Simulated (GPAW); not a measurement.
Consider Ba2LaTaO6 (R-3).

```
Ta La Ba O
1.0
     3.10020    1.78990    4.98337
    -3.10020    1.78990    4.98337
     0.00000   -3.57980    4.98337
Ta La Ba O
1 1 2 6
Cartesian
  0.0000 0.0000 7.4750
  0.0000 0.0000 0.0000
  0.0000 0.0000 3.7723
  0.0000 0.0000 11.1778
  0.3556 1.6161 8.6375
  1.2218 -1.1160 8.6375
  -1.5773 -0.5001 8.6375
  -1.2218 1.1160 6.3125
  -0.3556 -1.6161 6.3125
  1.5773 0.5001 6.3125
```

Absorber: atom 2, with 6 O at 2.40 Å (octahedral, site symmetry -3). Method: GPAW, LDA, full core hole (charged cell), 10-atom cell with 6.1 Å between holes, 4×4×4 k points, dipole transitions, Gaussian full width 3.41 eV up to 4 eV, rising linearly to 3.5 eV at 25 eV, without spin-orbit coupling.

**Question.** Predict the near-edge structure at the La L₃ edge.

Main maxima up to 30 eV above the zero (height): 4.2 eV (2.14) and 22.2 eV (0.52). At an L edge the dipole rule selects empty d (and weakly s) states on the absorber, and the strong line at the onset measures the empty part of its d band. 

The La L₃ spectrum (energy from the lowest empty level; intensity scaled to a mean of 1 over the first 20 eV; polarised curves are means over the symmetry-equivalent atoms):

```csv
E (eV),isotropic,ε ⊥ c,ε ∥ c
-2.00,0.20,0.20,0.21
-1.25,0.50,0.49,0.52
-0.50,0.97,0.96,1.00
0.25,1.52,1.50,1.55
1.00,1.94,1.93,1.96
1.75,2.11,2.11,2.11
2.50,2.12,2.13,2.10
3.25,2.11,2.13,2.08
4.00,2.14,2.16,2.10
4.75,2.09,2.11,2.06
5.50,1.87,1.89,1.84
6.25,1.49,1.51,1.46
7.00,1.10,1.11,1.07
7.75,0.79,0.80,0.77
8.50,0.59,0.59,0.58
9.25,0.46,0.46,0.47
10.00,0.39,0.38,0.41
10.75,0.37,0.36,0.40
11.50,0.40,0.38,0.43
12.25,0.45,0.43,0.48
13.00,0.49,0.48,0.52
13.75,0.52,0.51,0.53
14.50,0.51,0.51,0.51
15.25,0.50,0.51,0.49
16.00,0.49,0.50,0.48
16.75,0.50,0.50,0.49
17.50,0.50,0.51,0.50
18.25,0.51,0.51,0.51
19.00,0.51,0.50,0.51
19.75,0.50,0.50,0.51
20.50,0.51,0.51,0.51
21.25,0.52,0.51,0.52
22.00,0.52,0.52,0.52
22.75,0.52,0.51,0.52
23.50,0.50,0.49,0.50
24.25,0.46,0.46,0.47
25.00,0.44,0.43,0.45
25.75,0.42,0.41,0.43
26.50,0.42,0.41,0.44
27.25,0.44,0.44,0.46
28.00,0.49,0.48,0.49
28.75,0.55,0.55,0.54
29.50,0.62,0.62,0.60
30.25,0.69,0.70,0.67
31.00,0.76,0.77,0.74
31.75,0.81,0.82,0.80
```

Only the L₃ part is meant: spin–orbit coupling of the core level isn't computed and the L₂ copy isn't added. The script folds with a Gaussian, whereas the core hole's own line is a Lorentzian, so the onset is too steep and the first peak too high. The holes are only 6.1 Å apart, so the shape is probably not converged with cell size; no larger cell was run here. The structure is a computed Materials Project entry and may be a hypothetical form.

[Banner, clock and machine lines of the logs are left out without a mark of their own.]

[Logs are printed without paths, hosts, clocks, repeated set-up lines and the standing remarks that a program may print on its own settings, such as how far it seeks lower states.]

[Hosts, paths, dates, database ids (printed as entryN), source tags and the programs' standing remarks are cut or masked in the printed files.]

[Lists of maxima count a maximum above −3 eV only where it reaches 4 % of the highest in the window and stands out from its surroundings by 2 % of it (1.5 % where it reaches 55 %); shoulders and weaker maxima are passed over, and of the rest the first, up to two pre-edge ones and the few strongest are named.]
